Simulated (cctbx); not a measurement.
# Which space group?

Cell: a = 7.5790 Å, b = 7.7580 Å, c = 13.3070 Å, α = 90.00°, β = 123.64°, γ = 90.00°. Expected content of the cell: I12 Ag4 Tc2.

The data are simulated with cctbx, not measured: synchrotron X-rays, λ = 0.7749 Å, to d = 0.7 Å, 70 % of the full sphere, strongest reflection 40000 counts, noise from counting, a 6 % proportional error and a noise floor of 15 counts (s.d.); no absorption, some extinction.

Tests on the unmerged data give:

```text
5531 reflections to d = 0.700 A
centring   violations  <I/sigma> of those
    A       1848 of  2801      8.1
    B       2100 of  2753      9.4
    C       1890 of  2774      8.6
    I       1974 of  2738      9.1
    R       2654 of  3660      9.1
    F       2919 of  4164      8.7
Laue class    unique    Rint  (classes that these axes allow; Friedel mates merged)
P -1             3609   0.040
P 1 2/m 1        2090   0.047
space group    extra absences  I>4sigma  <I/sigma>
P 1 2 1                 0          0         -  acentric
P 1 21 1                9          0       0.3  acentric
P 1 m 1                 0          0         -  acentric
P 1 c 1               179          0      -0.1  acentric
P 1 2/m 1               0          0         -  centric
P 1 21/m 1              9          0       0.3  centric
P 1 2/c 1             179          0      -0.1  centric
P 1 21/c 1            188          0      -0.1  centric
Wilson B = 0.44 A^2   <|E^2-1|> = 0.953 (0.968 centric, 0.736 acentric)   E^2>4: 4.3 %
shell (A)         n   <I/sigma>
11.08 - 1.40    279     14.8
 1.40 - 1.11    254     15.9
 1.11 - 0.97    256     12.8
 0.97 - 0.88    278     14.0
 0.88 - 0.82    254     12.3
 0.82 - 0.77    254     11.7
 0.77 - 0.73    259     11.8
 0.73 - 0.70    256     12.1
```

Q: Read the symmetry from these tables.

Every centring test has many violations, so the lattice is primitive.

Rint stays low (0.040 to 0.047) up to P 1 2/m 1, the highest class in these axes.

8 settings pass the absence test. The most absences obeyed, 188, belong to P 1 21/c 1 alone.

⟨|E²−1|⟩ = 0.953 leans to a centrosymmetric structure. The Wilson B of 0.44 Å² means U ≈ 0.0056 Å².

The true group is P2_1/c (no. 14), Laue class 2/m, centrosymmetric. The tables fix it.

The model was made for the exercise: a known structure type with other elements put in, its volume estimated, not relaxed; displacement parameters are assumed.

[Logs are printed without paths, hosts, clocks, repeated set-up lines and the standing remarks that a program may print on its own settings, such as how far it seeks lower states.]
